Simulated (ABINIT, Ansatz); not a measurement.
**A GW chain in ABINIT: CsPbCl3 (Pm-3m)**

Aim: the G0W0 gap of CsPbCl3 (Pm-3m) on PBEsol, step by step.

Program: ABINIT 10.8.3. Level of theory: PBEsol and many-body steps on it, plane waves. Results are calculated unless marked as measured.

## (1) Starting point

It takes space group Pm-3m (No. 221, cubic). The conventional cell has a = 5.605 Å, b = 5.605 Å, c = 5.605 Å, α = 90.00°, β = 90.00°, γ = 90.00°. Nearest to Cs lie 12 Cl at 3.96 Å. Nearest to Pb lie 6 Cl at 2.80 Å. Cl has 2 Pb at 2.80 Å and 4 Cs at 3.96 Å nearest. Farther neighbours and most contacts between anions are not listed.

The cell and positions come from the Crystallography Open Database and are kept as given unless a step says otherwise. Spin-orbit coupling is left out unless a step names it.

## (2) Ground state

This step: ABINIT 10.8.3; DFT, PBEsol, plane waves, norm-conserving pseudopotentials.

The ground-state density comes first.

File run.abi:

```
acell 3*1.0 Angstrom
rprim 
  5.605000000000 0.000000000000 0.000000000000
  0.000000000000 5.605000000000 0.000000000000
  0.000000000000 0.000000000000 5.605000000000
ntypat 3
znucl 55 82 17
natom 5
typat 1 2 3 3 3
xred 
  0.000000000000 0.000000000000 0.000000000000
  0.500000000000 0.500000000000 0.500000000000
  0.500000000000 0.500000000000 0.000000000000
  0.000000000000 0.500000000000 0.500000000000
  0.500000000000 0.000000000000 0.500000000000
pp_dirpath "pseudos"
pseudos "Cs.upf, Pb.upf, Cl.upf"
ecut 32
ngkpt 4 4 4
nshiftk 1
shiftk 0 0 0
kptopt 1
chksymbreak 0
nband 32
occopt 1
tolvrs 1e-10
nstep 60
prtwf 0
optforces 0
optstress 0
indata_prefix "in"
outdata_prefix "out"
tmpdata_prefix "tmp"
```

On the command line:

```
$ OMP_NUM_THREADS=1 mpirun -n 4 abinit run.abi > log
```

Numbers of over 12 decimals in the logs are rounded to 6 here.

Output:

```text
.Version 10.8.3 of ABINIT. v10.8.2 released Aug 2026.

 Symmetries : space group Pm -3 m (#221); Bravais cP (primitive cubic)
================================================================================
 Values of the parameters that define the memory need of the present run
     intxc =       0    ionmov =       0      iscf =       7    lmnmax =       8
     lnmax =       8     mgfft =      54  mpssoang =       4    mqgrid =    3001
     natom =       5  nloc_mem =       1    nspden =       1   nspinor =       1
    nsppol =       1      nsym =      48    n1xccc =    2501    ntypat =       3
    occopt =       1   xclevel =       2
-    mband =          32        mffmem =           1         mkmem =           3
       mpw =       10315          nfft =      157464          nkpt =          10
================================================================================
  Rough estimation (10% accuracy) of disk space for files :
================================================================================

--------------------------------------------------------------------------------
------------- Echo of variables that govern the present computation ------------
--------------------------------------------------------------------------------
 -outvars: echo values of preprocessed input variables --------
            acell      1.8897261259E+00  1.8897261259E+00  1.8897261259E+00 Bohr

      chksymbreak           0
             ecut      3.20000000E+01 Hartree
-          fftalg         312

              ixc     -116133
              kpt      0.00000000E+00  0.00000000E+00  0.00000000E+00
                       2.50000000E-01  0.00000000E+00  0.00000000E+00
                       5.00000000E-01  0.00000000E+00  0.00000000E+00
                       2.50000000E-01  2.50000000E-01  0.00000000E+00
                       5.00000000E-01  2.50000000E-01  0.00000000E+00
                       5.00000000E-01  5.00000000E-01  0.00000000E+00
                       2.50000000E-01  2.50000000E-01  2.50000000E-01
                       5.00000000E-01  2.50000000E-01  2.50000000E-01
                       5.00000000E-01  5.00000000E-01  2.50000000E-01
                       5.00000000E-01  5.00000000E-01  5.00000000E-01
         kptrlatt        4    0    0      0    4    0      0    0    4
          kptrlen      4.23676597E+01
P           mkmem           3
            natom           5
            nband          32
            ngfft          54      54      54
             nkpt          10
            nstep          60
             nsym          48
           ntypat           3
              occ      2.000000  2.000000  2.000000  2.000000  2.000000  2.000000
                       2.000000  2.000000  2.000000  2.000000  2.000000  2.000000
                       2.000000  2.000000  2.000000  2.000000  2.000000  2.000000
                       2.000000  2.000000  2.000000  2.000000  2.000000  2.000000
                       2.000000  2.000000  0.000000  0.000000  0.000000  0.000000
                       0.000000  0.000000
        optforces           0
        optstress           0
            prtwf           0
            rprim      5.6050000000E+00  0.0000000000E+00  0.0000000000E+00
                       0.0000000000E+00  5.6050000000E+00  0.0000000000E+00
[...]
spgroup         221

           tolvrs      1.00000000E-10

             xred      0.0000000000E+00  0.0000000000E+00  0.0000000000E+00
[...]
znucl       55.00000   82.00000   17.00000

================================================================================

 chkinp: Checking input parameters for consistency.

================================================================================
== DATASET  1 ==================================================================
-   mpi_nproc: 4, omp_nthreads: 1 (-1 if OMP is not activated)

--- !DatasetInfo
iteration_state: {dtset: 1, }
dimensions: {natom: 5, nkpt: 10, mband: 32, nsppol: 1, nspinor: 1, nspden: 1, mpw: 10315, }
cutoff_energies: {ecut:  32.0, pawecutdg:  -1.0, }
electrons: {nelect:   5.20000000E+01, charge:   0.00000000E+00, occopt:   1.00000000E+00, tsmear:   1.00000000E-02, }

 Real(R)+Recip(G) space primitive vectors, cartesian coordinates (Bohr,Bohr^-1):
 R(1)= 10.5919149  0.0000000  0.0000000  G(1)=  0.0944116  0.0000000  0.0000000
 R(2)=  0.0000000 10.5919149  0.0000000  G(2)=  0.0000000  0.0944116  0.0000000
 R(3)=  0.0000000  0.0000000 10.5919149  G(3)=  0.0000000  0.0000000  0.0944116
 Unit cell volume ucvol=  1.1882928E+03 bohr^3
 Angles (23,13,12)=  9.00000000E+01  9.00000000E+01  9.00000000E+01 degrees

 getcut: wavevector=  0.0000  0.0000  0.0000  ngfft=  54  54  54
         ecut(hartree)=     32.000   => boxcut(ratio)=   2.00207

--- Pseudopotential description ------------------------------------------------
- Cs Generated using ONCVPSP code by D. R. Hamann
- 55.00000   9.00000  180301                  znucl, zion, pspdat
12 -116133 3 -1 2384                          pspcod,pspxc,lmax,lloc,mmax
     nproj     2     2     2     2
  pspatm : epsatm=   22.12462466
         --- l  ekb(1:nproj) -->
[...]
pspatm: atomic psp has been read  and splines computed

- Pb Generated using ONCVPSP code by D. R. Hamann
- 82.00000  22.00000  180301                  znucl, zion, pspdat
12 -116133 2 -1 1678                          pspcod,pspxc,lmax,lloc,mmax
     nproj     2     2     2     0
  pspatm : epsatm=   27.24616311
         --- l  ekb(1:nproj) -->
[...]
pspatm: atomic psp has been read  and splines computed

- Cl Generated using ONCVPSP code by D. R. Hamann
- 17.00000   7.00000  180301                  znucl, zion, pspdat
12 -116133 2 -1 1028                          pspcod,pspxc,lmax,lloc,mmax
     nproj     2     2     2     0
  pspatm : epsatm=    8.95520293
         --- l  ekb(1:nproj) -->
[...]
pspatm: atomic psp has been read  and splines computed

   3.96429262E+03                                ecore*ucvol(ha*bohr**3)
--------------------------------------------------------------------------------

_setup2: Arith. and geom. avg. npw (full set) are   10275.234   10275.182

================================================================================

--- !BeginCycle
iteration_state: {dtset: 1, }
solver: {iscf: 7, nstep: 60, nline: 4, wfoptalg: 0, }
tolerances: {tolvrs: 1.00E-10, }

     iter   Etot(hartree)      deltaE(h)  residm     vres2
 ETOT  1  -281.75587245579    -2.818E+02 3.322E-01 2.088E+02
 ETOT  2  -282.29690368568    -5.410E-01 7.655E-03 1.952E+01
 ETOT  3  -282.30069723236    -3.794E-03 4.966E-03 4.881E+00
 ETOT  4  -282.30093733974    -2.401E-04 1.125E-03 5.364E-01
 ETOT  5  -282.30096531420    -2.797E-05 7.042E-04 6.774E-02
 ETOT  6  -282.30096753560    -2.221E-06 9.488E-05 1.016E-02
 ETOT  7  -282.30096822456    -6.890E-07 4.124E-05 2.209E-03
 ETOT  8  -282.30096831723    -9.267E-08 3.872E-05 2.191E-04
 ETOT  9  -282.30096832657    -9.347E-09 1.818E-05 5.551E-06
 ETOT 10  -282.30096832691    -3.369E-10 2.188E-05 1.198E-07
 ETOT 11  -282.30096832691     4.206E-12 1.247E-05 2.493E-09
 ETOT 12  -282.30096832690     7.788E-12 1.563E-05 4.830E-10
 ETOT 13  -282.30096832689     1.319E-11 8.806E-06 2.191E-11

 At SCF step   13       vres2   =  2.19E-11 < tolvrs=  1.00E-10 =>converged.

--- !ResultsGS
iteration_state: {dtset: 1, }
comment   : Summary of ground state results
lattice_vectors:
- [ 10.5919149,   0.0000000,   0.0000000, ]
- [  0.0000000,  10.5919149,   0.0000000, ]
- [  0.0000000,   0.0000000,  10.5919149, ]
lattice_lengths: [  10.59191,   10.59191,   10.59191, ]
lattice_angles: [ 90.000,  90.000,  90.000, ] # degrees, (23, 13, 12)
lattice_volume:   1.1882928E+03
convergence: {deltae:  1.319E-11, res2:  2.191E-11, residm:  8.806E-06, diffor:  0.000E+00, }
etotal    :  -2.82300968E+02
entropy   :   0.00000000E+00
fermie    :   9.98791681E-02
cartesian_stress_tensor: null
pressure_GPa: null
xred      :
- [  0.0000E+00,   0.0000E+00,   0.0000E+00, Cs]
- [  5.0000E-01,   5.0000E-01,   5.0000E-01, Pb]
- [  5.0000E-01,   5.0000E-01,   0.0000E+00, Cl]
- [  0.0000E+00,   5.0000E-01,   5.0000E-01, Cl]
- [  5.0000E-01,   0.0000E+00,   5.0000E-01, Cl]
cartesian_forces: null
force_length_stats: {min: null, max: null, mean: null, }

 Integrated electronic density in atomic spheres:
 ------------------------------------------------
 Atom  Sphere_radius  Integrated_density
[...]
================================================================================

 ----iterations are completed or convergence reached----

 Mean square residual over all n,k,spin=   56.445E-09; max=  88.059E-07
 reduced coordinates (array xred) for    5 atoms
       0.000000000000      0.000000000000      0.000000000000
       0.500000000000      0.500000000000      0.500000000000
       0.500000000000      0.500000000000      0.000000000000
       0.000000000000      0.500000000000      0.500000000000
       0.500000000000      0.000000000000      0.500000000000
 rms dE/dt=  0.0000E+00; max dE/dt=  0.0000E+00; dE/dt below (all hartree)
    1       0.000000000000      0.000000000000      0.000000000000
    2       0.000000000000      0.000000000000      0.000000000000
    3       0.000000000000      0.000000000000      0.000000000000
    4       0.000000000000      0.000000000000      0.000000000000
    5       0.000000000000      0.000000000000      0.000000000000

 cartesian coordinates (angstrom) at end:
    1      0.000000     0.000000     0.000000
    2      2.802500     2.802500     2.802500
    3      2.802500     2.802500     0.000000
    4      0.000000     2.802500     2.802500
    5      2.802500     0.000000     2.802500
 length scales=  1.889726125908  1.889726125908  1.889726125908 bohr
              =  1.000000000000  1.000000000000  1.000000000000 angstroms
 prteigrs : about to open file out_EIG
 Fermi (or HOMO) energy (hartree) =   0.09988   Average Vxc (hartree)=  -0.30000
 Eigenvalues (hartree) for nkpt=  10  k points:
 kpt#   1, nband= 32, wtk=  0.01563, kpt=  0.0000  0.0000  0.0000 (reduced coord)
  -5.02656   -2.88240   -2.88240   -2.88240   -0.68474   -0.51774   -0.51774   -0.50853
  -0.50853   -0.50853   -0.45676   -0.42387   -0.42387   -0.19876   -0.19876   -0.19876
  -0.14606   -0.07351   -0.07351   -0.07351    0.00308    0.00308    0.00308    0.00704
   0.00704    0.00704    0.21783    0.25443    0.25443    0.28712    0.28712    0.28712
 prteigrs : prtvol=0 or 1, do not print more k-points.

--- !EnergyTerms
iteration_state     : {dtset: 1, }
comment             : Components of total free energy in Hartree
kinetic             :  8.07559648699250E+01
hartree             :  1.00398603835792E+02
xc                  : -5.38761915623054E+01
Ewald energy        : -1.33017418738071E+02
psp_core            :  3.33612451348275E+00
local_psp           : -3.03628946249297E+02
non_local_psp       :  2.37308950035879E+01
total_energy        : -2.82300968326885E+02
total_energy_eV     : -7.68180068675732E+03
band_energy         : -3.81871275579550E+01

== END DATASET(S) ==============================================================
================================================================================

 -outvars: echo values of variables after computation  --------
           etotal     -2.8230096833E+02
            nband          32
             nkpt          10
          spgroup         221
 [... the other variables as echoed above ...]

 Calculation completed.
```

It took 51 s on 4 MPI ranks of Arm Neoverse V2, shared host; peak memory 0.43 GiB; 3.4 min of CPU time.

Numbers from this step:

```yaml
total_energy: -7681.8007 eV
gap: 1.798 eV
k_of_the_valence_top: 0.5, 0.5, 0.5
k_of_the_conduction_bottom: 0.5, 0.5, 0.5
least_direct_gap: 1.798 eV
```

The gap is direct, at (0.500, 0.500, 0.500).

(Part 1 of 3 ends here.)

[Paths, hosts, dates, memory and timing lines, banners, echoed tables and standing remarks are left out of the program output.]

[Logs are printed without paths, hosts, clocks, repeated set-up lines and the standing remarks that a program may print on its own settings, such as how far it seeks lower states.]

[Runs of the session that timed out or met a known fault of the program may be left out.]

[Hosts, paths, dates, database ids (printed as entryN), source tags and the programs' standing remarks are cut or masked in the printed files.]

[G0W0 gaps are taken among the corrected bands and points alone; a level outside them can change the order at an edge.]

[Where Ansatz stands beside ABINIT at settings called matched, ABINIT's density can come from a denser mesh and the files from another edition; pairs whose starting gaps differed by over 0.03 eV were left out, so agreement reads better than it is.]
